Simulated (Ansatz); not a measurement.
# Au wire along [110], 7 atoms a period: bands by functional and under strain, part 2 of 3

Aim: is the Au wire along [110], 7 atoms a period a metal or a semiconductor?

Ansatz 0.2.0; DFT PBE, plane waves, PAW; relaxation of a wire's period (the session's first sound run).

So far. Step 2 (Relaxation of atoms and period): The cell's length comes to 2.751 Å with spin left out.

### 3. Bands of the perfect wire

This step: DFT PBE, plane waves, PAW; channels and complex bands of a perfect wire (Ansatz 0.2.0).

At the relaxed period the Bloch states of the perfect wire are found at each energy: those that move forward count the open channels, and those that decay describe how a disturbance dies away inside the wire itself. An energy step of 0.035 eV is under the 0.039 eV that the program asks for its thermal average at 300 K.

File input.yaml:

```yaml
crystal:
  lattice:
    - [10.96, 0.0, 0.0]
    - [0.0, 12.683, 0.0]
    - [0.0, 0.0, 2.7512737988]
  atoms:
    - { symbol: Au, position: [0.5, 0.729439601, 0.0] }
    - { symbol: Au, position: [0.5, 0.5, 0.0] }
    - { symbol: Au, position: [0.308733061, 0.385639186, 0.5] }
    - { symbol: Au, position: [0.308733061, 0.614360814, 0.5] }
    - { symbol: Au, position: [0.691266939, 0.385639186, 0.5] }
    - { symbol: Au, position: [0.691266939, 0.614360814, 0.5] }
    - { symbol: Au, position: [0.5, 0.270560399, 0.0] }
kpoints:
  mp_grid: { grid: [1, 1, 30] }
  band_path: { path: ["Γ", Z], npoints: 50 }
scf:
  occupations: { method: fermi_dirac, width: 0.05 }
hamiltonian:
  xc: pbe
output:
  transmission:
    e_range: [-2, 2]
    de: 0.035
    kmesh: [1, 1]
    reduced_basis: true
    leads: [[0, 0]]
  dos: { e_range: [-5, 4] }
  write_potential: true
  write_density: true
  volumetric_format: npy
  elf: true
```

Launch:

```
$ ansatz run input.yaml --threads 8 --pin off --max-ram 16384MiB --backend cpu --events-out ev --progress --plain --runs-dir out
```

Numbers of over 12 decimals in the logs are rounded to 6 here.

The program printed:

```text
[...]
Crystal: 7 atoms, lattice volume = 382.443 Å³
Basis set: ecut = 420 eV, 7511 PW (Γ)
Bands: 80, of which v1, the nominal top of the filled ones, is band 67 counted from 1 (66 counted from 0)
Symmetry: 8 space group operations
[...]
k-points: 16 of 30
[...]
SCF iter   1: F=—  HF=-92041.448935 eV  |F-HF|=—  |Δ(HF+E_count)|=         —  Δρ=2.62e-3  dr2=1.03e-1  ethr=1.77e-3  ⟨swp⟩=6.9  Hψ=5040  notcnv=0  defer=27
[...]
SCF iter   8: F=-92041.450599 eV  HF=-92041.450599 eV  |F-HF|=6.16e-9  |Δ(HF+E_count)|=   7.97e-9  Δρ=1.40e-6  dr2=1.42e-8  ethr=7.52e-11  ⟨swp⟩=12.8  Hψ=4201  notcnv=0
SCF 1 converged in 8 iterations: F = -92041.450599 eV  dr2 = 1.42e-8
[...]
NSCF: frozen V_eff on 51 k-points
transmission: 4 of 24 steps passed
transmission: 8 of 24 steps passed
[...]
transmission: 24 of 24 steps passed
WARN: The output density's exchange-correlation potential varies sharply where the density is thin. Do not read a vacuum level from v_tot or v_xc, or from such a field of the output density. On a cell that repeats whose density bears no net charge and no dipole along the vacuum's axis use v_es (v_loc + v_h of the components); under efield.dipole_correction with no amplitude use v_es + v_field, which holds any externa [...]
SCF converged after 8 iterations
Free energy (F): -92041.450599 eV
[...]
Internal energy: -92041.427014 eV  (E = F + TS)
E sigma→0 (E₀):  -92041.438807 eV
Entropy (-TS):   -0.023585 eV (-3.369 meV/atom)
Fermi energy:    2.699973 eV
[...]
--- Band table (eV; the first three rows and the last of 16) ---
  k-point 0: bands = [... 63 lower, 1.1671, 1.3112, 1.3711, 1.6293, 1.6305, 2.5329, 3.6300, 3.9592, ... 9 higher]
  k-point 1: bands = [... 63 lower, 1.1423, 1.2769, 1.3235, 1.6601, 1.7059, 2.5799, 3.6491, 4.0341, ... 9 higher]
  k-point 2: bands = [... 63 lower, 1.0771, 1.1879, 1.2528, 1.7439, 1.8610, 2.7081, 3.7051, 4.2426, ... 9 higher]
  k-point 15: bands = [... 63 lower, 3.9775, 4.1669, 4.4538, 5.0924, 5.1568, 6.1115, 6.2671, 6.8625, ... 9 higher]
--- Transmission ---
  basis      : 1223 plane waves across, 4 finite elements along
  points     : 1, standing for a mesh of 1 x 1
  filling    : by the input's occupations and mesh, since the crystals that have channels conduct as metals do. If one of these is a semiconductor, that mesh has misplaced its level
  energies   : 115 from -2.000000 to 1.990000 eV about the Fermi level, 0.035000 eV apart; the leads are filled to 0.000000 eV, and channels, transmission and decay are at -0.005000 eV
  crystal 0  : Au7, at the sites [0, 0], period 2.7513 Å: whole cells are its period
    offset         : up to 0.0000 Å between an atom of the period and one for which it stands
    filled         : 14.2 meV under the level at which it is neutral
    channels       : 6.000000e0 a spin
    conductance    : 3.3435e14 S/m² at 300 K; may be off by some 0.0 % by where its bands' edges are placed, 0.0 % from the distance to neutral
```

Run time: 7 min. Hardware: 8 threads of Arm Neoverse V1, shared host; peak memory 4.4 GiB; 39 min of CPU time.

This step gave:

```yaml
energy_at_zero_smearing: -92041.4388 eV
channels_at_the_energy_nearest_the_fermi_level_one_spin: 6
conductance_of_the_lead_as_this_run_defines_it: 5.998 G₀
band_gap: 0 eV
```

The open channels of the lead, one spin by energy, zero at the Fermi level:

```csv
energy (eV),"open channels of the lead, one spin"
-2.000,8
-1.895,12
-1.790,10
-1.685,12
-1.615,11
-1.510,8
-1.405,7
-1.300,5
-1.195,5
-1.090,3
-0.985,5
-0.915,5
-0.810,5
-0.705,5
-0.600,5
-0.495,5
-0.390,5
-0.285,5
-0.215,5
-0.110,6
-0.005,6
0.100,6
0.205,6
0.310,6
0.415,6
0.485,6
0.590,6
0.695,6
0.800,6
0.905,6
1.010,7
1.115,7
1.185,7
1.290,7
1.395,7
1.500,8
1.605,8
1.710,8
1.815,7
1.885,8
```

The slowest values at each energy, most degenerate partners merged, listed up to 1.5 1/Å. Table of Im kz of the slowest decaying states by energy, zero at the Fermi level:

```csv
energy (eV),decay 1 (Å⁻¹),decay 2 (Å⁻¹),decay 3 (Å⁻¹),decay 4 (Å⁻¹)
-2.000,0.0191,0.0230,0.0482,0.0554
-1.790,0.0527,0.155,0.192,0.237
-1.615,0.0173,0.0905,0.235,0.257
-1.405,0.0556,0.130,0.149,0.154
-1.195,0.0680,0.148,0.159,0.195
-0.985,0.138,0.172,0.203,0.219
-0.810,0.216,0.223,0.224,0.237
-0.600,0.196,0.238,0.293,0.299
-0.390,0.152,0.244,0.310,0.310
-0.215,0.0747,0.245,0.315,0.320
-0.005,0.242,0.317,0.327,0.423
0.205,0.233,0.314,0.330,0.399
0.415,0.218,0.306,0.330,0.356
0.590,0.201,0.294,0.304,0.328
0.800,0.173,0.194,0.282,0.321
1.010,0.132,0.261,0.312,0.485
1.185,0.0741,0.239,0.301,0.481
1.395,0.00884,0.204,0.285,0.473
1.605,0.156,0.264,0.464,0.493
1.815,0.0296,0.0709,0.238,0.452
```

The electronic bands at the labelled points (eV, zero at the Fermi level):

```csv
point,band 63,band 64,band 65,band 66,band 67,band 68,band 69,band 70
Γ,-1.56,-1.53,-1.39,-1.33,-1.07,-1.07,-0.17,0.93
halfway,-1.88,-1.65,-1.57,-1.33,0.08,0.33,1.35,1.87
Z,-1.09,1.28,1.47,1.75,2.39,2.46,3.41,3.57
```

Valence density in the cb plane at fractional x = 0.500, with atoms of Au within 0.2 Å of it. It is the smooth field of the valence electrons, not physical close to the nuclei.

Values in e/Å³, 24 rows by 14 columns, each cell a mean:
```
 0  0  0  0  0  0  0  0  0  0  0  0  0  0
 0  0  0  0  0  0  0  0  0  0  0  0  0  0
 0  0  0  0  0  0  0  0  0  0  0  0  0  0
 0  0  0  0  0  0  0  0  0  0  0  0  0  0
 1  1  1  1  0  0  0  0  0  0  0  1  1  1
 9  8  6  3  1  1  0  0  0  1  1  3  6  8
13 12  9  5  2  1  0  0  0  1  2  5  9 12
 5  5  3  2  1  0  0  0  0  0  1  2  3  5
 1  1  0  0  0  0  0  0  0  0  0  0  0  1
 0  0  0  0  0  0  0  0  0  0  0  0  0  0
 4  4  3  2  1  0  0  0  0  0  1  2  3  4
13 11  8  5  2  1  0  0  0  1  2  5  8 11
10  9  6  4  2  1  0  0  0  1  2  4  6  9
 2  2  1  1  0  0  0  0  0  0  0  1  1  2
 0  0  0  0  0  0  0  0  0  0  0  0  0  0
 1  1  1  1  0  0  0  0  0  0  0  1  1  1
 9  8  6  3  1  1  0  0  0  1  1  3  6  8
13 12  9  5  2  1  0  0  0  1  2  5  9 12
 5  5  3  2  1  0  0  0  0  0  1  2  3  5
 1  0  0  0  0  0  0  0  0  0  0  0  0  0
 0  0  0  0  0  0  0  0  0  0  0  0  0  0
 0  0  0  0  0  0  0  0  0  0  0  0  0  0
 0  0  0  0  0  0  0  0  0  0  0  0  0  0
 0  0  0  0  0  0  0  0  0  0  0  0  0  0
```
Columns run along c (2.8 Å), rows up along b (12.7 Å). Atoms in or near the plane, at fractional coordinates: Au at (0.00, 0.73), Au at (0.00, 0.50), Au at (0.00, 0.27).

Electrostatic potential energy in the cb plane at fractional x = 0.500, with atoms of Au within 0.2 Å of it. With pseudopotentials it is smooth inside the atoms' cores, unlike the true potential.

Ten even steps from '0' (-47 eV) to '9' (8 eV), each cell a mean:
```
99999999999999
99999999999999
99999999999999
99999999999999
56788999998876
00125789875210
00003788873000
12347899987432
88889999999888
88899999999988
22357899987532
00003788873000
00024788874200
55678999998765
88999999999998
66788999998876
00125789875210
00003788873000
11247899987421
88899999999988
99999999999999
99999999999999
99999999999999
99999999999999
```
Columns run along c (2.8 Å; values clipped at the 3rd and 97th percentile), rows up along b (12.7 Å). Atoms in or near the plane, at fractional coordinates: Au at (0.00, 0.73), Au at (0.00, 0.50), Au at (0.00, 0.27).

ELF in the cb plane at fractional x = 0.500, with atoms of Au within 0.2 Å of it. It is the smooth field of the valence electrons, not physical close to the nuclei.

Ten even steps from '0' (0.00) to '9' (0.73), each cell a mean:
```
00000000000000
00000000000000
11111100011111
33322211122233
55543322233455
88765433345678
99875433345789
77654322234567
33332211122333
33222111112223
66654322234566
99876433346789
88775432345778
55543221223455
22221111111222
55443221223445
88765322235678
99876433346789
77664333334667
44433322233344
22222111112222
11100000000011
00000000000000
00000000000000
```
Columns run along c (2.8 Å), rows up along b (12.7 Å). Atoms in or near the plane, at fractional coordinates: Au at (0.00, 0.73), Au at (0.00, 0.50), Au at (0.00, 0.27).

By hand: the program gives 3.3435 × 10^14 S/m² over the cell's cross-section of 139.01 Å² = 1.390 × 10^-18 m², so one cell conducts 4.648 × 10^-4 S. Divided by G0 = 2e²/h = 7.748 × 10^-5 S this is 6.00 G0, a resistance of 2.15 kΩ.

At the computed energy nearest the Fermi level there are 6 channels a spin, and the thermal average gives 6.00 G₀.

### 4. Another level of theory, level LDA, cutoff 420 eV

This step: DFT LDA, plane waves, PAW; bands of a perfect wire at the PBE geometry (Ansatz 0.2.0).

The atoms stay at the PBE geometry and the functional changes. At fixed atoms LDA and the gradient-corrected functionals usually give like bands; this run checks that. Against the first PBE run of this kind, the mesh along the wire has 22 points against 30.

input.yaml, the sections that differ from step 3:

```yaml
kpoints:
  mp_grid: { grid: [1, 1, 22] }
  band_path: { path: ["Γ", Z], npoints: 50 }
hamiltonian:
  xc: lda
# crystal, scf: as in step 3
# output: removed
```

The program printed:

```text
[...]
Crystal: 7 atoms, lattice volume = 382.443 Å³
Basis set: ecut = 420 eV, 7511 PW (Γ)
Bands: 80, of which v1, the nominal top of the filled ones, is band 67 counted from 1 (66 counted from 0)
Symmetry: 8 space group operations
[...]
k-points: 12 of 22
[...]
SCF iter   1: F=—  HF=-90048.686648 eV  |F-HF|=—  |Δ(HF+E_count)|=         —  Δρ=5.36e-3  dr2=1.88e-1  ethr=1.77e-3  ⟨swp⟩=7.0  Hψ=3773  notcnv=0  defer=25
[...]
SCF iter   8: F=-90048.659240 eV  HF=-90048.659240 eV  |F-HF|=1.20e-8  |Δ(HF+E_count)|=   2.56e-8  Δρ=2.11e-6  dr2=2.70e-8  ethr=7.52e-11  ⟨swp⟩=13.1  Hψ=3248  notcnv=0
SCF 1 converged in 8 iterations: F = -90048.659240 eV  dr2 = 2.70e-8
[...]
SCF converged after 8 iterations
Free energy (F): -90048.659240 eV
[...]
Internal energy: -90048.639856 eV  (E = F + TS)
E sigma→0 (E₀):  -90048.649548 eV
Entropy (-TS):   -0.019384 eV (-2.769 meV/atom)
Fermi energy:    2.349239 eV
[...]
--- Band table (eV; the first three rows and the last of 12) ---
  k-point 0: bands = [... 63 lower, 0.8025, 0.9450, 1.0039, 1.2185, 1.2213, 2.1272, 3.2050, 3.5305, ... 9 higher]
  k-point 1: bands = [... 63 lower, 0.7573, 0.8825, 0.9267, 1.2750, 1.3513, 2.2134, 3.2401, 3.6700, ... 9 higher]
  k-point 2: bands = [... 63 lower, 0.6451, 0.7378, 0.8470, 1.4213, 1.5848, 2.4333, 3.3411, 4.0371, ... 9 higher]
  k-point 11: bands = [... 63 lower, 3.5438, 3.7277, 4.0100, 4.6373, 4.7054, 5.6550, 5.8087, 6.4152, ... 9 higher]
```

It took 11 s on 8 threads; peak memory 1.6 GiB.

Numbers from this step:

| Property | Result |
| --- | --- |
| energy at zero smearing | -90048.6495 eV |

Electronic bands along the path, in eV, zero at the Fermi level:

```csv
point,band 63,band 64,band 65,band 66,band 67,band 68,band 69,band 70
Γ,-1.57,-1.55,-1.40,-1.35,-1.13,-1.13,-0.22,0.86
halfway,-1.88,-1.69,-1.59,-1.37,0.00,0.25,1.28,1.78
Z,-1.12,1.19,1.38,1.66,2.29,2.36,3.31,3.46
```

Bands cross the Fermi level, as under PBE at the relaxed period.

### 5. Levels at the same atoms, level PBEsol, cutoff 420 eV

This step: DFT PBEsol, plane waves, PAW; bands of a perfect wire at the PBE geometry (Ansatz 0.2.0).

The atoms stay at the PBE geometry and the functional changes. At fixed atoms LDA and the gradient-corrected functionals usually give like bands; this run checks that. Against the first PBE run of this kind, the mesh along the wire has 22 points against 30.

Changes to input.yaml since step 4:

```diff
@@ -19,2 +19,2 @@
 hamiltonian:
-  xc: lda
+  xc: pbesol
```

The program printed:

```text
[...]
Crystal: 7 atoms, lattice volume = 382.443 Å³
Basis set: ecut = 420 eV, 7511 PW (Γ)
Bands: 80, of which v1, the nominal top of the filled ones, is band 67 counted from 1 (66 counted from 0)
Symmetry: 8 space group operations
[...]
k-points: 12 of 22
[...]
--- Band table (eV; the first three rows and the last of 12) ---
  k-point 0: bands = [... 63 lower, 1.0370, 1.1810, 1.2401, 1.4831, 1.4873, 2.4009, 3.4883, 3.7829, ... 9 higher]
  k-point 1: bands = [... 63 lower, 0.9922, 1.1191, 1.1650, 1.5412, 1.6130, 2.4864, 3.5235, 3.9224, ... 9 higher]
  k-point 2: bands = [... 63 lower, 0.8807, 0.9761, 1.0842, 1.6879, 1.8471, 2.7056, 3.6251, 4.2899, ... 9 higher]
  k-point 11: bands = [... 63 lower, 3.7909, 3.9831, 4.2482, 4.8988, 4.9629, 5.9118, 6.1031, 6.6683, ... 9 higher]
[key lines of the parts left out:]
SCF converged after 8 iterations
Free energy (F): -91044.526352 eV
Fermi energy:    2.616743 eV
```

It took 11 s on 8 threads; peak memory 1.6 GiB.

Bands cross the Fermi level, as under PBE at the relaxed period.

### 6. Another level of theory, level r2SCAN, cutoff 500 eV

This step: DFT r2SCAN, plane waves, PAW; bands of a perfect wire at the PBE geometry (Ansatz 0.2.0).

The atoms stay at the PBE geometry and the functional changes. r2SCAN also reads the kinetic-energy density; it often gives larger moments and wider gaps than PBE, at a higher cost. Against the first PBE run of this kind, the cutoff is 500 eV against 420 and the mesh along the wire has 22 points against 30.

Changes to input.yaml since step 5:

```diff
@@ -19,2 +19,2 @@
 hamiltonian:
-  xc: pbesol
+  xc: r2scan
```

The program printed:

```text
[...]
Crystal: 7 atoms, lattice volume = 382.443 Å³
Basis set: ecut = 500 eV, 9615 PW (Γ), exchange–correlation on 320×384×96 points (64 copies of the dense FFT grid, shifted against one another)
Bands: 80, of which v1, the nominal top of the filled ones, is band 67 counted from 1 (66 counted from 0)
Symmetry: 8 space group operations
[...]
k-points: 12 of 22
[...]
--- Band table (eV; the first three rows and the last of 12) ---
  k-point 0: bands = [... 63 lower, 0.8487, 1.0019, 1.0655, 1.4707, 1.4739, 2.4627, 3.5703, 4.0138, ... 9 higher]
  k-point 1: bands = [... 63 lower, 0.8036, 0.9407, 0.9986, 1.5271, 1.5912, 2.5468, 3.6070, 4.1486, ... 9 higher]
  k-point 2: bands = [... 63 lower, 0.6933, 0.8010, 0.9128, 1.6812, 1.8281, 2.7669, 3.7132, 4.5098, ... 9 higher]
  k-point 11: bands = [... 63 lower, 3.9539, 4.1185, 4.5302, 5.1181, 5.1837, 6.2119, 6.3007, 6.9767, ... 9 higher]
[key lines of the parts left out:]
SCF converged after 8 iterations
Free energy (F): -92139.945625 eV
Fermi energy:    2.682446 eV
```

Elapsed: 19 s, on 8 threads; peak memory 2.5 GiB; 2.4 min of CPU time.

The electronic bands at the labelled points (eV, zero at the Fermi level):

```csv
point,band 64,band 65,band 66,band 67,band 68,band 69,band 70,band 71
Γ,-1.83,-1.68,-1.62,-1.21,-1.21,-0.22,0.89,1.33
halfway,-1.89,-1.85,-1.53,0.00,0.24,1.34,1.88,3.93
Z,1.27,1.44,1.85,2.44,2.50,3.53,3.62,4.29
```

Bands cross the Fermi level, as under PBE at the relaxed period.

### 7. Two-component spinors

This step: DFT PBE, plane waves, fully relativistic PAW; bands of a perfect wire with spin-orbit coupling (Ansatz 0.2.0).

Spin-orbit coupling mixes the spins and splits bands that cross or touch without it, so it can open or close channels. Fully relativistic datasets take the place of the scalar ones. Against the first PBE run of this kind, the mesh along the wire has 19 points against 30.

Changes to input.yaml since step 6:

```diff
@@ -14,3 +14,3 @@
 kpoints:
-  mp_grid: { grid: [1, 1, 22] }
+  mp_grid: { grid: [1, 1, 19] }
   band_path: { path: ["Γ", Z], npoints: 50 }
@@ -19,2 +19,6 @@
 hamiltonian:
-  xc: r2scan
+  xc: pbe
+  pseudopotentials: { kind: paw_fr }
+magnetization:
+  noncollinear: true
+  spin_orbit: true
```

The program printed:

```text
[...]
non-collinear run that drives no moment, with spin-orbit: no starting moment large enough to seed its density (crystal.atoms[].spin), no starting occupations that ask for one, no magnetisation constraint and no magnetic field, so the semilocal B_xc is pinned to zero
Crystal: 7 atoms, lattice volume = 382.443 Å³
Basis set: ecut = 420 eV, 7511 PW (Γ)
Bands: 160, of which v1, the nominal top of the filled ones, is band 133 counted from 1 (132 counted from 0)
Symmetry: 8 space group operations + 8 with time reversal
[...]
k-points: 10 of 19
Projection manifold: j_resolved (fully-relativistic pseudo-atomic orbitals)
[...]
SCF iter   1: F=—  HF=-92305.167757 eV  |F-HF|=—  |Δ(HF+E_count)|=         —  Δρ=3.45e-2  dr2=5.35e0  dr2_m=0.00e0 (ungated)  ethr=3.10e-3  |M|=0.00e0 ∫|m|=0.00e0 μB  |m|>n=0.0e0 m-floor=0.0e0 τ_xc=0.0e0  β_m=1.00  ⟨swp⟩=8.3  Hψ=3911  notcnv=0  defer=116
[...]
spin=Noncollinear: LDOS preconditioning applied to the charge; magnetization (m_x, m_y, m_z) channels mix plain (no charge-response kernel on spin).
SCF iter   2: F=—  HF=-92305.607878 eV  |F-HF|=—  |Δ(HF+E_count)|=   4.40e-1  Δρ=3.89e-2  dr2=5.96e0  dr2_m=0.00e0 (ungated)  ethr=3.10e-3  |M|=0.00e0 ∫|m|=0.00e0 μB  |m|>n=0.0e0 m-floor=0.0e0 τ_xc=0.0e0  β_m=0.67  ⟨swp⟩=3.1  Hψ=1944  notcnv=0  defer=178
[...]
SCF iter   9: F=-92303.662959 eV  HF=-92303.662959 eV  |F-HF|=2.78e-8  |Δ(HF+E_count)|=  7.86e-10  Δρ=3.89e-6  dr2=7.30e-8  dr2_m=0.00e0 (ungated)  ethr=7.52e-11  |M|=0.00e0 ∫|m|=0.00e0 μB  |m|>n=0.0e0 m-floor=0.0e0 τ_xc=0.0e0  ⟨swp⟩=15.3  Hψ=3407  notcnv=0
SCF 1 converged in 9 iterations: F = -92303.662959 eV  dr2 = 7.30e-8
[...]
SCF converged after 9 iterations
Magnetization: |M| = 0.0000 μB,  M = (+0.0000, +0.0000, +0.0000) μB
Absolute magnetization: 0.0000 μB (∫|m|)
  site 0: m = (+0.0000, +0.0000, +0.0000) μB, |m| = 0.0000 μB  (R = 1.13 Å)
  site 1: m = (+0.0000, +0.0000, +0.0000) μB, |m| = 0.0000 μB  (R = 1.13 Å)
  site 2: m = (+0.0000, +0.0000, +0.0000) μB, |m| = 0.0000 μB  (R = 1.13 Å)
  site 3: m = (+0.0000, +0.0000, +0.0000) μB, |m| = 0.0000 μB  (R = 1.13 Å)
  site 4: m = (+0.0000, +0.0000, +0.0000) μB, |m| = 0.0000 μB  (R = 1.13 Å)
  site 5: m = (+0.0000, +0.0000, +0.0000) μB, |m| = 0.0000 μB  (R = 1.13 Å)
  site 6: m = (+0.0000, +0.0000, +0.0000) μB, |m| = 0.0000 μB  (R = 1.13 Å)
Free energy (F): -92303.662959 eV
[...]
Internal energy: -92303.644155 eV  (E = F + TS)
E sigma→0 (E₀):  -92303.653557 eV
Entropy (-TS):   -0.018804 eV (-2.686 meV/atom)
Fermi energy:    2.763940 eV
[...]
--- Band table (eV; the first three rows and the last of 10) ---
  k-point 0: bands = [... 129 lower, 1.5510, 1.6248, 1.6248, 1.7721, 1.7721, 1.9036, 1.9036, 2.5852, ... 23 higher]
  k-point 1: bands = [... 129 lower, 1.4518, 1.6521, 1.6521, 1.7509, 1.7509, 2.0023, 2.0023, 2.6930, ... 23 higher]
  k-point 2: bands = [... 129 lower, 1.3074, 1.5445, 1.5445, 1.8715, 1.8715, 2.2298, 2.2298, 2.9624, ... 23 higher]
  k-point 9: bands = [... 129 lower, 4.0984, 4.3343, 4.3343, 4.6523, 4.6523, 5.6628, 5.6628, 5.6870, ... 23 higher]
```

Elapsed: 2.9 min, on 8 threads; peak memory 6.6 GiB.

Numbers from this step:

| Quantity | Value |
| --- | --- |
| energy at zero smearing | -92303.6536 eV |

The electronic bands at the labelled points (eV, zero at the Fermi level):

```csv
point,band 127,band 128,band 133,band 134,band 135,band 136,band 137,band 138
Γ,-1.39,-1.39,-0.99,-0.99,-0.86,-0.86,-0.18,-0.18
halfway,-1.61,-1.61,-0.04,-0.04,0.33,0.33,1.29,1.29
Z,1.18,1.18,2.20,2.20,2.27,2.27,3.12,3.12
```

Bands cross the Fermi level, as under PBE at the relaxed period, with no moment.

(Continued in part 3 of 3.)

[Logs are printed without paths, hosts, clocks, repeated set-up lines and the standing remarks that a program may print on its own settings, such as how far it seeks lower states.]

[Hosts, paths, dates, database ids (printed as entryN), source tags and the programs' standing remarks are cut or masked in the printed files.]
